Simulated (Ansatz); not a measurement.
## How BaZnPF absorbs and reflects light

What colour and refractive index does BaZnPF have at this level of theory?

Main program and level: Ansatz 0.2.0; DFT, PBE, plane-wave PAW, default files, scalar-relativistic, independent-particle optical response without local fields.

### 1. The structure

It takes space group P4/nmm (No. 129, tetragonal). The conventional cell has a = 4.156 Å, b = 4.156 Å, c = 9.457 Å, α = 90.00°, β = 90.00°, γ = 90.00°. Nearest to Ba lie 4 F at 2.62 Å and 4 P at 3.41 Å. Nearest to Zn lie 4 P at 2.51 Å. P has 4 Zn at 2.51 Å and 4 Ba at 3.41 Å nearest. F has 4 Ba at 2.62 Å nearest. Farther neighbours and most contacts between anions are not listed.

As a file:

```cif
data_structure
_symmetry_space_group_name_H-M 'P4/nmm:1'
_symmetry_Int_Tables_number 129
_cell_length_a 4.1563
_cell_length_b 4.1563
_cell_length_c 9.4574
_cell_angle_alpha 90.000
_cell_angle_beta 90.000
_cell_angle_gamma 90.000
_cell_volume 163.38
loop_
_atom_site_label
_atom_site_type_symbol
_atom_site_symmetry_multiplicity
_atom_site_Wyckoff_symbol
_atom_site_fract_x
_atom_site_fract_y
_atom_site_fract_z
_atom_site_occupancy
Ba1 Ba 2 c 0.00000 0.50000 0.66823 1
Zn1 Zn 2 a 0.00000 0.00000 0.00000 1
P1 P 2 c 0.50000 0.00000 0.85090 1
F1 F 2 b 0.00000 0.00000 0.50000 1
```

### 2. Ground state and bands

First the ground state: is it a metal or has it a gap?

This step: DFT, PBE, plane-wave PAW, default files, scalar-relativistic, ground state (Ansatz 0.2.0).

input.yaml

```yaml
crystal:
  lattice:
    - [4.15634, 0.0, 0.0]
    - [0.0, 4.15634, 0.0]
    - [0.0, 0.0, 9.45743]
  atoms:
    - { symbol: Ba, position: [0.0, 0.5, 0.66823] }
    - { symbol: Ba, position: [0.5, 0.0, 0.33177] }
    - { symbol: Zn, position: [0.0, 0.0, 0.0] }
    - { symbol: Zn, position: [0.5, 0.5, 0.0] }
    - { symbol: P, position: [0.5, 0.0, 0.8509] }
    - { symbol: P, position: [0.0, 0.5, 0.1491] }
    - { symbol: F, position: [0.0, 0.0, 0.5] }
    - { symbol: F, position: [0.5, 0.5, 0.5] }
kpoints:
  mp_grid: { grid: [6, 6, 3] }
  band_path:
    path:
      - [[0.0, 0.0, 0.0], [0.0, 0.5, 0.0], [0.5, 0.5, 0.0], [0.0, 0.0, 0.0], [0.0, 0.0, 0.5], [0.0, 0.5, 0.5], [0.5, 0.5, 0.5], [0.0, 0.0, 0.5]]
      - [[0.0, 0.5, 0.0], [0.0, 0.5, 0.5]]
      - [[0.5, 0.5, 0.0], [0.5, 0.5, 0.5]]
    npoints: 6
scf:
  occupations: { method: fermi_dirac, width: 0.05 }
  n_extra_bands: 12
hamiltonian:
  xc: pbe
  pseudopotentials: { kind: paw }
output:
  forces: true
  stress: true
  populations: true
  write_bands: true
  write_density: true
  write_potential: true
  elf: true
  volumetric_format: npy
```

Run with:

```console
ansatz run input.yaml --threads 4 --pin off --max-ram 8192MiB --backend cpu --events-out ev --progress --plain --runs-dir out
```

Numbers of over 12 decimals in the logs are rounded to 6 here.

The log of the run:

```text
scf.n_extra_bands = 12 over 34 filled bands (N_el = 68.0): the run solves 46 bands
Engine: ansatz 0.2.0, x86_64-unknown-linux-gnu
Pseudopotentials: kind: paw
Pseudopotential: Ba, paw, valence charge 10, recommended cutoff 420 eV (normal), Ba.paw.azcp
Pseudopotential: Zn, paw, valence charge 12, recommended cutoff 420 eV (normal), Zn.paw.azcp
Pseudopotential: P, paw, valence charge 5, recommended cutoff 420 eV (normal), P.paw.azcp
Pseudopotential: F, paw, valence charge 7, recommended cutoff 420 eV (normal), F.paw.azcp
Functional definition: PBE
  parameter kappa = 0.804
  parameter beta = 0.066725
  exchange = pbe_x(kappa = kappa, mu = beta*pi^2/3)
  correlation = pbe_c(beta = beta)
Crystal: 8 atoms, lattice volume = 163.379 Å³
Basis set: ecut = 420 eV, 3159 PW (Γ), exchange–correlation on 60×60×128 points (8 copies of the dense FFT grid, shifted against one another)
Bands: 46, of which v1, the nominal top of the filled ones, is band 34 counted from 1 (33 counted from 0)
Symmetry: 16 space group operations
Space group: P4/nmm (ITA 129), of the structure as read, at distance tolerance 5.5e-5 Å
k-points: 20 of 108
Non-local potential: Ba, projectors of the file, l = 0: 3, l = 1: 2, l = 2: 2, l = 3: 2
Non-local potential: Zn, projectors of the file, l = 0: 2, l = 1: 2, l = 2: 3, l = 3: 1
Non-local potential: P, projectors of the file, l = 0: 2, l = 1: 2, l = 2: 2
Non-local potential: F, projectors of the file, l = 0: 2, l = 1: 2, l = 2: 1
PAW form: soft (Blöchl's): semilocal exchange-correlation on the pseudo side does not see the compensation charge
PAW one-centre angular grid: Ba, 194 points (default); XC on 64 Gauss nodes
PAW one-centre angular grid: Zn, 590 points (default); XC on 64 Gauss nodes
PAW one-centre angular grid: P, 110 points (default); XC on 64 Gauss nodes
PAW one-centre angular grid: F, 110 points (default); XC on 64 Gauss nodes
Initial density: superposition of atomic densities (neutral atoms: chi_scale 0, normalization atom), corrected by the library's trained network
Initial wavefunctions: pseudopotential atomic-orbital guess
Functional: x = pbe(κ = 0.804, μ = 0.219515), c = pbe(β = 0.066725)
SCF iter   1: F=—  HF=-21674.910226 eV  |F-HF|=—  |Δ(HF+E_count)|=         —  Δρ=1.71e-3  dr2=5.48e-3  ethr=1.77e-3  ⟨swp⟩=9.8  Hψ=5289  notcnv=0  defer=15
preconditioner: auto → Resta (q_TF=auto, 2.357 Å⁻¹)  ε∞=5.0  [insulator: Δε(μ)=0.418 eV  Ē_g=11.281 eV  σ=0.050 eV  W_gap=0.96  n_scr=38 (ndim 8)  ℏωp=22.5 eV  f_vac=0.011  D(μ)=0.04/eV (n_scr^D=0)  ε∞_Penn≈5.0]
SCF iter   2: F=—  HF=-21674.910729 eV  |F-HF|=—  |Δ(HF+E_count)|=   5.03e-4  Δρ=1.12e-3  dr2=2.19e-3  ethr=8.06e-6  ⟨swp⟩=2.4  Hψ=1823  notcnv=0  defer=52
SCF iter   3: F=—  HF=-21674.910725 eV  |F-HF|=—  |Δ(HF+E_count)|=   3.93e-6  Δρ=5.55e-4  dr2=4.84e-4  ethr=3.22e-6  ⟨swp⟩=2.0  Hψ=1236  notcnv=0  defer=52
SCF iter   4: F=—  HF=-21674.910825 eV  |F-HF|=—  |Δ(HF+E_count)|=   9.96e-5  Δρ=2.12e-4  dr2=6.77e-5  ethr=7.12e-7  ⟨swp⟩=2.0  Hψ=1271  notcnv=0  defer=52
SCF iter   5: F=—  HF=-21674.910879 eV  |F-HF|=—  |Δ(HF+E_count)|=   5.39e-5  Δρ=1.26e-4  dr2=1.94e-5  ethr=9.96e-8  ⟨swp⟩=2.0  Hψ=1267  notcnv=0  defer=52
SCF iter   6: F=—  HF=-21674.910877 eV  |F-HF|=—  |Δ(HF+E_count)|=   2.36e-6  Δρ=4.50e-5  dr2=3.30e-6  ethr=2.86e-8  ⟨swp⟩=2.0  Hψ=1239  notcnv=0  defer=52
SCF iter   7: F=—  HF=-21674.910878 eV  |F-HF|=—  |Δ(HF+E_count)|=   1.11e-6  Δρ=1.43e-5  dr2=4.12e-7  ethr=4.86e-9  ⟨swp⟩=2.0  Hψ=1035  notcnv=0  defer=52
SCF iter   8: F=-21674.910878 eV  HF=-21674.910878 eV  |F-HF|=2.57e-9  |Δ(HF+E_count)|=   2.05e-7  Δρ=2.62e-6  dr2=1.45e-8  ethr=1.47e-10  ⟨swp⟩=17.4  Hψ=7534  notcnv=0
SCF 1 converged in 8 iterations: F = -21674.910878 eV  dr2 = 1.45e-8
  greatest PAW one-centre occupation: 0.983 electrons in one spin orbital (limit 2), on the Zn atom at site 3 (counted from 0), in its partial waves of l = 2
NSCF: frozen V_eff on 57 k-points
SCF converged after 8 iterations
Free energy (F): -21674.910878 eV
Harris-Foulkes:  -21674.910878 eV  (|F-HF|=2.57e-9)
Internal energy: -21674.910456 eV  (E = F + TS)
E sigma→0 (E₀):  -21674.910667 eV
Entropy (-TS):   -0.000422 eV (-0.053 meV/atom)
Fermi energy:    8.742021 eV
--- Per-component energies (eV) ---
  E_band       = -38.810463
  E_kinetic    = 1155.623728
  E_local      = -5943.761773  (includes V_loc(G=0)·N_el)
  E_nonlocal   = 1553.969661
  E_hartree    = 2455.532388
  E_xc         = -897.097431
  E_vxc        = -706.451073  (∫ρ·V_xc dr)
  E_paw        = -15645.123596  (= ΣΔE_a)
  E_vpaw       = -1009.253280  (= ΣTr[D̂ρ^β])
  E_aug_tail   = 0.003365  (compensation charges beyond the density's cutoff)
  E_ewald      = -4354.056797
  E_smearing   = -0.000422  (= −TS)
  E_closure    = -0.000000  (closes the sum)
  Σ components = -21674.910878   (vs F -21674.910878, Δ=0.00e0)
--- Forces (eV/Å), atoms counted from 1 ---
  atom   1  Ba     0.00000000     0.00000000     0.14679426
  atom   2  Ba     0.00000000     0.00000000    -0.14679426
  atom   3  Zn     0.00000000     0.00000000    -0.00000000
  atom   4  Zn     0.00000000     0.00000000     0.00000000
  atom   5  P      0.00000000     0.00000000    -0.03640219
  atom   6  P      0.00000000     0.00000000     0.03640219
  atom   7  F      0.00000000     0.00000000     0.00000000
  atom   8  F      0.00000000     0.00000000    -0.00000000
  max |Σ_I F_I| component: 6.94e-17 eV/Å
--- Stress (GPa, compression-positive) ---
        0.910793       0.000000       0.000000
        0.000000       0.910793       0.000000
        0.000000       0.000000       1.037036
  P = ⅓ Tr σ = 0.9529 GPa (9.529 kbar)
--- Band table (eV; the first three rows and the last of 20) ---
  k-point 0: bands = [... 30 lower, 6.2978, 7.9429, 8.4816, 8.4816, 8.9216, 10.1198, 10.7938, 10.9157, ... 8 higher]
  k-point 1: bands = [... 30 lower, 6.2967, 7.7499, 8.4772, 8.4772, 8.9978, 10.2125, 10.4401, 11.3409, ... 8 higher]
  k-point 2: bands = [... 30 lower, 6.4895, 7.6489, 7.9752, 8.3838, 9.6434, 10.9112, 11.0363, 11.8129, ... 8 higher]
  k-point 19: bands = [... 30 lower, 6.0688, 6.0688, 6.1091, 6.1091, 11.1597, 11.1597, 11.7441, 11.7441, ... 8 higher]
--- Löwdin populations: 8 sites ---
  site symbol       q [e]
     0     Ba      8.3088
     1     Ba      8.3088
     2     Zn     10.8246
     3     Zn     10.8246
     4      P      6.5652
     5      P      6.5652
     6      F      7.7778
     7      F      7.7778
  spilling = 0.015399 (of n_electrons = 68.000000)
```

It took 10 s on 4 threads of AMD EPYC 9R14 (Zen 4), shared host; peak memory 0.78 GiB.

Numbers from this step:

| Quantity | Value |
| --- | --- |
| free energy | -21674.9109 eV |
| Fermi energy | 8.742 eV |
| gap by band count | 0.4400 eV |
| electrons | 68 |
| symmetry operations | 16 |
| pressure | 0.9529 GPa |
| volume | 163.4 Å³ |
| gap on the path | 0.44 eV |
| least direct gap on the path | 0.44 eV |

There is a gap, 0.44 eV on the path, so no carriers' term is needed. The cell is left with a pressure of 1.0 GPa and forces up to 0.15 eV/Å, as it stands unrelaxed at this level.

Electronic bands along the path, in eV, zero at the Fermi level; v1 is the highest filled band, c1 the lowest empty one:

| point | v4 | v3 | v2 | v1 | c1 | c2 | c3 | c4 |
| --- | --- | --- | --- | --- | --- | --- | --- | --- |
| Γ | -2.44 | -0.80 | -0.26 | -0.26 | 0.18 | 1.38 | 2.05 | 2.17 |
| halfway | -2.04 | -1.49 | -0.78 | -0.49 | 1.23 | 2.32 | 2.52 | 3.21 |
| X | -1.25 | -1.25 | -1.18 | -1.18 | 1.78 | 1.78 | 2.72 | 2.72 |
| halfway | -2.47 | -2.47 | -1.74 | -1.74 | 2.44 | 2.44 | 3.08 | 3.08 |
| M | -2.72 | -2.72 | -2.59 | -2.59 | 2.32 | 2.32 | 2.93 | 2.93 |
| halfway | -3.20 | -1.75 | -1.47 | -1.10 | 2.48 | 2.79 | 3.15 | 3.17 |
| Γ | -2.44 | -0.80 | -0.26 | -0.26 | 0.18 | 1.38 | 2.05 | 2.17 |
| halfway | -2.44 | -0.93 | -0.26 | -0.26 | 0.23 | 1.43 | 1.80 | 2.45 |
| Z | -2.45 | -1.05 | -0.27 | -0.27 | 0.28 | 1.51 | 1.60 | 2.75 |
| halfway | -2.02 | -1.34 | -0.76 | -0.51 | 1.27 | 2.27 | 2.42 | 3.64 |
| R | -1.23 | -1.23 | -1.17 | -1.17 | 1.88 | 1.88 | 2.69 | 2.69 |
| halfway | -2.47 | -2.47 | -1.80 | -1.80 | 2.67 | 2.67 | 3.08 | 3.08 |
| A | -2.66 | -2.66 | -2.65 | -2.65 | 2.46 | 2.46 | 3.03 | 3.03 |
| halfway | -3.24 | -1.74 | -1.45 | -1.06 | 2.59 | 2.99 | 3.20 | 3.66 |
| Z | -2.45 | -1.05 | -0.27 | -0.27 | 0.28 | 1.51 | 1.60 | 2.75 |
| jump to X | -1.25 | -1.25 | -1.18 | -1.18 | 1.78 | 1.78 | 2.72 | 2.72 |
| halfway | -1.24 | -1.24 | -1.17 | -1.17 | 1.82 | 1.82 | 2.72 | 2.72 |
| R | -1.23 | -1.23 | -1.17 | -1.17 | 1.88 | 1.88 | 2.69 | 2.69 |
| jump to M | -2.72 | -2.72 | -2.59 | -2.59 | 2.32 | 2.32 | 2.93 | 2.93 |
| halfway | -2.69 | -2.69 | -2.62 | -2.62 | 2.38 | 2.38 | 2.98 | 2.98 |
| A | -2.66 | -2.66 | -2.65 | -2.65 | 2.46 | 2.46 | 3.03 | 3.03 |

Valence density in the ac plane at fractional y = 0.000, with atoms of Ba and Zn and P and F within 0.2 Å of it. It is the smooth field of the valence electrons, not physical close to the nuclei.

Ten steps, logarithmic in the rise over the least value, from '_' (0 e/Å³) to '@' (34 e/Å³), each cell a mean:
```
%%**--..................==##
--::......::::::::::....::--
........::::....::::........
______..::::____..::....____
______....::::::::::....____
________....::::......______
____________......__________
____________________________
____________________________
....____________________....
++==::..______________..--==
##**--..______________::++##
##++--..____....______..==**
--::......::::::::::....::--
______..::----------::..____
______..----::..::--::..____
______..----::::----::..____
______..::--------::..______
__________..::::....________
____________________________
____________________________
......__________________....
**==::..______________..--++
@@%%--..____________..::++%%
```
Atoms in or near the plane, at fractional coordinates: Ba at (0.50, 0.33), Zn at (0.00, 0.00), P at (0.50, 0.85), F at (0.00, 0.50).

ELF in the ac plane at fractional y = 0.000, with atoms of Ba and Zn and P and F within 0.2 Å of it. It is the smooth field of the valence electrons, not physical close to the nuclei.

Ten even steps from '_' (0.00) to '@' (0.90), each cell a mean:
```
____..::==**######**--::____
....::==##%%##**##%%**--....
::::==##%%##..__--%%%%**--::
::--**%%%%++____..##%%##==::
..::++%%@@%%++==##@@@@##==::
__..==##@@@@@@@@@@@@%%**::..
____..==##@@@@@@@@%%**--____
________--++####**++::______
....________..::..________..
****==..______________::++**
%%%%##++..__________::**%%%%
++##%%**..__________--##%%##
##%%%%==__::++**==....++%%%%
%%##--..==%%@@@@@@##::..++%%
--::..==@@@@**++##@@##::..::
____::##@@**____::%%@@**..__
____::##@@##::..==%%@@**..__
____..==%%@@%%%%@@@@##--____
______..==##%%@@%%**::______
....______..::--::..____....
::::....______________..::::
..::::....__________....::::
____..::..............::..__
____....::--====----::..____
```
Atoms in or near the plane, at fractional coordinates: Ba at (0.50, 0.33), Zn at (0.00, 0.00), P at (0.50, 0.85), F at (0.00, 0.50).

(Part 1 of 2 ends here.)

[Logs are printed without paths, hosts, clocks, repeated set-up lines and the standing remarks that a program may print on its own settings, such as how far it seeks lower states.]

[Hosts, paths, dates, database ids (printed as entryN), source tags and the programs' standing remarks are cut or masked in the printed files.]
